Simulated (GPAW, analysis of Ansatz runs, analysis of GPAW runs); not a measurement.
# Substitutional N in diamond: charge-transition level against experiment (GPAW), part 4 of 4

How near does this set-up come to the measured charge-transition level? Subject: substitutional N in diamond. Set-up: RPBE, plane waves 500 eV, 64-site cell, RPBE lattice, k: the zone centre alone then 2x2x2 shifted, started with the impurity moved along one bond, dielectric constants 5.7 and 5.7 (handbook). The model is a cell of 64 host atoms with 1 C taken out and 1 N put in. The level is the Fermi energy at which two charge states have equal formation energy, after a correction for the images of the charge.

GPAW 26.7.0; RPBE, plane waves 500 eV, 64-site cell, RPBE lattice, k: the zone centre alone then 2x2x2 shifted, started with the impurity moved along one bond, dielectric constants 5.7 and 5.7 (handbook).

So far: The structure; Relaxation, charge +1; Single point, charge +1; Relaxation, charge 0.

## (5) Single point, charge 0

This step: GPAW plane-wave PAW DFT, RPBE; single point of a defect supercell.

File run.py:

```python
import numpy as np
from ase.io import read, write
from ase.parallel import parprint, world
from gpaw import GPAW, PW

atoms = read('POSCAR')
magmoms = np.zeros(len(atoms))
magmoms[[7, 41, 26, 48]] = 1 / 4
atoms.set_initial_magnetic_moments(magmoms)
calc = GPAW(mode=PW(500),
            xc='RPBE',
            kpts={'size': (2, 2, 2), 'gamma': False},
            occupations={'name': 'fermi-dirac', 'width': 0.01, 'fixmagmom': True},
            nbands=137,
            convergence={'density': 1e-05, 'bands': 134},
            maxiter=150,
            symmetry={'point_group': False},
            txt='gpaw.txt')
atoms.calc = calc
energy = atoms.get_potential_energy()
forces = atoms.get_forces()
parprint(f'Energy: {energy:.6f} eV, largest force {np.linalg.norm(forces, axis=1).max():.4f} eV/A')
calc.write('gs.gpw')
write('final.xyz', atoms)
parprint('Moments:', atoms.get_magnetic_moments().round(3))
for s in range(calc.get_number_of_spins()):
    parprint('Levels (eV), spin', s, calc.get_eigenvalues(kpt=0, spin=s)[-16:].round(3))
field = calc.get_electrostatic_potential()
if world.rank == 0:
    np.save('potential.npy', field)
field = calc.get_pseudo_density()
if world.rank == 0:
    np.save('density.npy', field)
field = calc.get_pseudo_density(spin=0) - calc.get_pseudo_density(spin=1)
if world.rank == 0:
    np.save('spin.npy', field)
```

File POSCAR:

```
C  N  C 
 1.0000000000000000
     7.1774074939205494   -0.0000000000000009   -0.0000000000000000
    -0.0000000000000009    7.1774074939205494   -0.0000000000000000
    -0.0000000000000018   -0.0000000000000018    7.1774074939205450
 C   N   C  
   7   1  56
Direct
 -0.0026725471580438 -0.0022034641356779  0.2493015551249692
 -0.0026946247675615  0.2499340536982834 -0.0028352479662381
[... 1 atom line left out ...]
  0.2302467222879256  0.2307203292278798  0.2301089705996124
  0.1226477973760905  0.1231231653976066  0.3712708986158477
[... 2 atom lines left out ...]
  0.3914930847078230  0.3919660298489308  0.3913579885744599
[... 5 atom lines left out ...]
  0.1276278949991217  0.3747154194990413  0.6235487470637325
  0.3742448819124739  0.1281068241950621  0.6235389608003693
[... 5 atom lines left out ...]
  0.1276213383141293  0.6241547388516702  0.3741025979470080
[... 1 atom line left out ...]
  0.3742542111863177  0.6241507819911987  0.1274879140936413
[... 3 atom lines left out ...]
  0.2561936564919183  0.5034785544865432  0.5028656172938696
[... 9 atom lines left out ...]
  0.6236622392962256  0.1281069997459140  0.3740994505710203
  0.6236832287691135  0.3747217602286206  0.1274833706704028
[... 3 atom lines left out ...]
  0.5030042300173134  0.2566975947179509  0.5028589003838932
[... 6 atom lines left out ...]
  0.5030170772744990  0.5034730343875334  0.2560559270957766
[... 14 atom lines left out ...]
  0.8749259444052845  0.8753938947066774  0.8747997971855863
```

Started as:

```sh
$ OMP_NUM_THREADS=1 mpirun -n 4 gpaw python run.py > stdout
```

Output:

```text
__  _  _
 | _ |_)|_||  |
 |__||  | ||/\| - 26.7.0

Input parameters:
  mode=PW(ecut=500.0),
  convergence={'density': 1e-05, 'bands': 134},
  kpts=MonkhorstPack(size=(2, 2, 2), gamma=False),
  maxiter=150,
  nbands=137,
  occupations=Occupations(name='fermi-dirac', width=0.01, fixmagmom=True),
  symmetry=Symmetry(point_group=False),
  xc=XC(name='RPBE')

Diagonalizing LCAO Hamiltonian
Converting LCAO to pw mode

                 C        C
            C  C     C C
         C   C C  C   C C
          C C   C C  C   C
          CC    CC CC     C
       C    C C      CCC
        C      CNC    CCC
         CCC C    C C
          C C   C  C C   C
       C   C  C C  C  C
        C     C  C     C
           C        C

Atoms  # Å, Bohr magnetons
|    | symbol |         x |         y |         z |    initial magnetic moments |
|----|--------|-----------|-----------|-----------|-----------------------------|
|  0 |      C | -0.019182 | -0.015815 |  1.789339 | ( 0.0000,  0.0000,  0.0000) |
|  1 |      C | -0.019340 |  1.793879 | -0.020350 | ( 0.0000,  0.0000,  0.0000) |
|  2 |      C |  1.790528 | -0.015822 | -0.020308 | ( 0.0000,  0.0000,  0.0000) |
|  3 |      C |  1.652575 |  1.655974 |  1.651586 | ( 0.0000,  0.0000,  0.0000) |
|  4 |      C |  0.880293 |  0.883705 |  2.664763 | ( 0.0000,  0.0000,  0.0000) |
|  5 |      C |  0.880244 |  2.669199 |  0.879355 | ( 0.0000,  0.0000,  0.0000) |
|  6 |      C |  2.665902 |  0.883723 |  0.879338 | ( 0.0000,  0.0000,  0.0000) |
|  7 |      N |  2.809905 |  2.813300 |  2.808936 | ( 0.0000,  0.0000,  0.2500) |
|  8 |      C | -0.000910 |  0.002278 |  5.374842 | ( 0.0000,  0.0000,  0.0000) |
|  9 |      C |  0.008849 |  1.798676 |  3.577165 | ( 0.0000,  0.0000,  0.0000) |
| 10 |      C |  1.795220 |  0.012274 |  3.577231 | ( 0.0000,  0.0000,  0.0000) |
[...]
| 59 |      C |  5.386140 |  5.389493 |  5.385207 | ( 0.0000,  0.0000,  0.0000) |
| 60 |      C |  4.488436 |  4.491944 |  6.290213 | ( 0.0000,  0.0000,  0.0000) |
| 61 |      C |  4.488643 |  6.294570 |  4.487531 | ( 0.0000,  0.0000,  0.0000) |
| 62 |      C |  6.291313 |  4.492058 |  4.487671 | ( 0.0000,  0.0000,  0.0000) |
| 63 |      C |  6.279700 |  6.283059 |  6.278795 | ( 0.0000,  0.0000,  0.0000) |

Unit cell  # Å
| periodic |         x |         y |         z |  lengths |    angles |
|----------|-----------|-----------|-----------|----------|-----------|
|      yes |  7.177407 | -0.000000 | -0.000000 | 7.177407 | 90.000000 |
|      yes | -0.000000 |  7.177407 | -0.000000 | 7.177407 | 90.000000 |
|      yes | -0.000000 | -0.000000 |  7.177407 | 7.177407 | 90.000000 |

Number of symmetries: 1
Symmetry operations  # r_c * U_cc + t_c -> r_c
|   | kind |            matrix            |
|---|------|------------------------------|
| 0 |  E   |  1, 0, 0,  0, 1, 0,  0, 0, 1 |

BZ-sampling:
  Number of BZ points: 8
  Number of IBZ points: 4

  Monkhorst-Pack size: [2, 2, 2]
  Monkhorst-Pack shift: [0, 0, 0]

K-points  # in reciprocal-cell coordinates
|   |                                coordinates |     weight |
|---|--------------------------------------------|------------|
| 0 | (  0.25000000,  -0.25000000,  -0.25000000) | 0.25000000 |
| 1 | (  0.25000000,  -0.25000000,   0.25000000) | 0.25000000 |
| 2 | (  0.25000000,   0.25000000,  -0.25000000) | 0.25000000 |
| 3 | (  0.25000000,   0.25000000,   0.25000000) | 0.25000000 |

Plane wave coefficients: 9390
Cutoff: 500.0 eV

Spin-components: 2 (collinear spins)
Bands:           137
Projectors:      320
Spin-degeneracy: 1
Datatype:        complex128

Density:
  Valence electrons: 257.0
  Components: 2
  Grid points: [40 40 40]
  Charge: 0.0  # |e|

Potential:
  Grid points: [40 40 40]

species:
  C:
    name:    Carbon
    Z:       6.0
    valence: 4
    core:    2
    charge:  0.0  # [|e|]
    compensation charges:
      type: gauss
      rc: 0.20  # [Å]
      lmax: 2
    cutoffs:
      filter: 1.14  # [Å]
      core: 1.14  # [Å]
    projectors
    | kind |    occ | energy [eV] | rcut [Å] |
    |------|--------|-------------|----------|
    |   2s |  2.000 |     -13.815 |    0.635 |
    |   2p |  2.000 |      -5.254 |    0.635 |
    |    s |        |      13.396 |    0.635 |
    |    p |        |      21.957 |    0.635 |
    |    d |        |       0.000 |    0.635 |

    Using partial waves for C as LCAO basis

  N:
    name:    Nitrogen
    Z:       7.0
    valence: 5
    core:    2
    charge:  0.0  # [|e|]
    compensation charges:
      type: gauss
      rc: 0.18  # [Å]
      lmax: 2
    cutoffs:
      filter: 1.11  # [Å]
      core: 0.96  # [Å]
    projectors
    | kind |    occ | energy [eV] | rcut [Å] |
    |------|--------|-------------|----------|
    |   2s |  2.000 |     -18.658 |    0.603 |
    |   2p |  3.000 |      -7.050 |    0.529 |
    |    s |        |       8.553 |    0.603 |
    |    p |        |      20.161 |    0.529 |
    |    d |        |       0.000 |    0.577 |

    Using partial waves for N as LCAO basis

Reference energy: -66332.764700  # eV

eigensolver:
  PPCG
  Converge bands: 134
  niter=2

density mixing:
  MSR1-Mixer
  Pratt-step length: 0.05
  Maximum mixing coefficient: 0.75
  Old densities: 10
  SVD Regularization: 0.005
  Good broyden scale: 1.0
  Trust region scale: 1.0
  Backstep threshold: 4.0
  History deletion threshold: 6.0
  Fourier metric: weight=20.0, sigma=0.015

occupation numbers:
  Fixed magnetic moment: 1.000
  Fermi-Dirac:
    width: 0.0100  # eV

poisson solver:
  ecut: 4000.0  # eV

xc functional:
  name: RPBE with 2 nearest neighbor stencil

Initialization done in: 16.945 s

convergence criteria:
- Maximum integral of absolute [dens]ity change: 1e-05 electrons / valence electron
- Maximum [total energy] change in last 3 cyles: 0.0005 eV / valence electron
- Maximum integral of absolute [eigenst]ate change: 4e-08 eV^2 / valence electron
maximum number of iterations: 150

SCF iterations
|iter     | |      energy | eigst |  dens |  magmom |
|---------|-|-------------|-------|-------|---------|
|iter:   1| | -558.551512 | +0.18 |       |  +0.9983|
|iter:   2| | -556.808834 | -1.58 | -0.80 |  +0.9984|
|iter:   3| | -545.956305 | -1.19 | -0.83 |  +0.9995|
|iter:   4| | -545.848041 | -1.24 | -1.44 |  +0.9999|
|iter:   5| | -545.668901 | -1.53 | -2.09 |  +0.9999|
|iter:   6| | -545.677806 | -1.84 | -2.36 |  +1.0000|
|iter:   7| | -545.678460c| -1.98 | -2.78 |  +1.0000|
|iter:   8| | -545.678941c| -1.97 | -3.27 |  +1.0000|
|iter:   9| | -545.679069c| -2.03 | -3.68 |  +1.0000|
|iter:  10| | -545.679115c| -2.16 | -3.95 |  +1.0000|
|iter:  11| | -545.679120c| -2.38 | -4.37 |  +1.0000|
|iter:  12| | -545.679121c| -2.76 | -4.69 |  +1.0000|
|iter:  13| | -545.679121c| -3.00 | -5.08c|  +1.0000|
|iter:  14| | -545.679121c| -3.26 | -5.41c|  +1.0000|
|iter:  15| | -545.679121c| -3.56 | -5.80c|  +1.0000|
|iter:  16| | -545.679121c| -3.78 | -6.03c|  +1.0000|
|iter:  17| | -545.679121c| -4.09 | -6.33c|  +1.0000|
|iter:  18| | -545.679121c| -4.30 | -6.71c|  +1.0000|
|iter:  19| | -545.679121c| -4.58 | -6.98c|  +1.0000|
|iter:  20| | -545.679121c| -4.83 | -7.28c|  +1.0000|
|iter:  21| | -545.679121c| -5.10 | -7.66c|  +1.0000|
|iter:  22| | -545.679121c| -5.35 | -7.78c|  +1.0000|
|iter:  23| | -545.679121c| -5.64 | -8.16c|  +1.0000|
|iter:  24| | -545.679121c| -5.85 | -8.47c|  +1.0000|
|iter:  25| | -545.679121c| -6.13 | -8.81c|  +1.0000|
|iter:  26| | -545.679121c| -6.37 | -8.94c|  +1.0000|
|iter:  27| | -545.679121c| -6.60 | -9.29c|  +1.0000|
|iter:  28| | -545.679121c| -6.87 | -9.51c|  +1.0000|
|iter:  29| | -545.679121c| -7.12 | -9.88c|  +1.0000|
|iter:  30| | -545.679121c| -7.34 |-10.06c|  +1.0000|
|iter:  31| | -545.679121c| -7.61c|-10.45c|  +1.0000|

Converged in 31 steps
SCF loop duration: 167.474 s (5.402 s/step)
Energy contributions relative to reference atoms: (reference = -66332.764700)

Energy contributions:
  Kinetic:         490.838275
  Coulomb:        -466.519550
  Zero:              0.656853
  External:          0.000000
  Xc:             -570.654700
  Entropy:          -0.000000
  Spinorbit:         0.000000
  ----------------------------
  Free energy:    -545.679121
  Extrapolated:   -545.679121

dipole moment: (-0.055675, -56.084907, -0.308686)  # |e|*Ang

Total magnetic moment: (0.000000, 0.000000, 1.000000)

Local magnetic moments
|        x |        y |         z |
|----------|----------|-----------|
| 0.000000 | 0.000000 |  0.012011 |  # C    0
| 0.000000 | 0.000000 |  0.012018 |  # C    1
| 0.000000 | 0.000000 |  0.012012 |  # C    2
| 0.000000 | 0.000000 |  0.248624 |  # C    3
| 0.000000 | 0.000000 | -0.009039 |  # C    4
| 0.000000 | 0.000000 | -0.009042 |  # C    5
| 0.000000 | 0.000000 | -0.009042 |  # C    6
| 0.000000 | 0.000000 |  0.106009 |  # N    7
| 0.000000 | 0.000000 |  0.000444 |  # C    8
| 0.000000 | 0.000000 |  0.003982 |  # C    9
[...]
Fermi levels: 15.771, 13.635
Eigenvalues  # (at kpt = [0.250, -0.250, -0.250])
| band index |      eig [eV] | occ [0-1] |      eig [eV] | occ [0-1] |
|------------|---------------|-----------|---------------|-----------|
|          0 |        -9.369 |     1.000 |        -9.300 |     1.000 |
|        ... |               |           |               |           |
|        121 |         9.809 |     1.000 |         9.816 |     1.000 |
|        122 |         9.833 |     1.000 |         9.856 |     1.000 |
|        123 |         9.962 |     1.000 |         9.973 |     1.000 |
|        124 |        10.036 |     1.000 |        10.050 |     1.000 |
|        125 |        10.199 |     1.000 |        10.329 |     1.000 |
|        126 |        11.142 |     1.000 |        11.155 |     1.000 |
|        127 |        11.292 |     1.000 |        11.382 |     1.000 |
|        128 |        14.410 |     1.000 |        15.514 |     0.000 |
|        129 |        16.619 |     0.000 |        16.670 |     0.000 |
|        130 |        16.762 |     0.000 |        16.770 |     0.000 |
|        131 |        16.836 |     0.000 |        16.854 |     0.000 |
|        132 |        16.975 |     0.000 |        16.990 |     0.000 |
|        133 |        17.078 |     0.000 |        17.093 |     0.000 |
|        134 |        17.234 |     0.000 |        17.302 |     0.000 |
|        135 |        17.580 |     0.000 |        17.608 |     0.000 |
|        136 |        17.643 |     0.000 |        17.654 |     0.000 |

Gap: 0.681 eV
Transition (v -> c):
  (s=1, k=3, n=128, [0.25, 0.25, 0.25]) -> (s=0, k=3, n=129, [0.25, 0.25, 0.25])
No difference between direct/indirect transitions

Forces  # eV/Ang
|        x |        y |        z |
|----------|----------|----------|
[...]
|  0.00366 |  0.00561 |  0.00233 |  # C   59
|  0.00889 |  0.00586 | -0.01311 |  # C   60
|  0.00308 | -0.01292 |  0.00301 |  # C   61
| -0.01547 |  0.00270 |  0.00346 |  # C   62
|  0.01182 |  0.00845 |  0.00801 |  # C   63

# Writing to gs.gpw (mode='')
```

The job ended after 3.2 min (4 MPI ranks of AMD EPYC 9R14 (Zen 4), shared host; peak memory 2.5 GiB).

This step gave:

```yaml
total_moment: 1.0000 μB
```

## (6) Charge-transition levels

Analysis of the runs above: levels from GPAW plane-wave PAW DFT, RPBE energies with an image-charge correction aligned at atomic sites (own code after Kumagai and Oba).

It gives:

| Property | Result |
| --- | --- |
| gap | 4.087 eV |

## (7) What came out

| Item | Value |
| --- | --- |
| static dielectric constant used | 5.7 |
| band gap of the host | 4.09 eV |
| (plus 1/0) level below the conduction-band bottom | 1.27 eV |

(+1/0) level below the conduction-band bottom: computed 1.27 eV, measured 1.7 eV; 0.43 eV shallower than the measurement. The level is counted in a gap of 4.09 eV, and the correction is screened by a dielectric constant of 5.7 from a handbook. Levels hang on the band edges, which semilocal functionals place too close together. Limits: the periodic copies of the defect are only 7.2 Å apart.

[Logs are printed without paths, hosts, clocks, repeated set-up lines and the standing remarks that a program may print on its own settings, such as how far it seeks lower states.]

[Hosts, paths, dates, database ids (printed as entryN), source tags and the programs' standing remarks are cut or masked in the printed files.]

[For some hosts the program warned that the k-mesh of the response run may be too coarse for force constants and the static dielectric constant; such warnings are not shown here.]
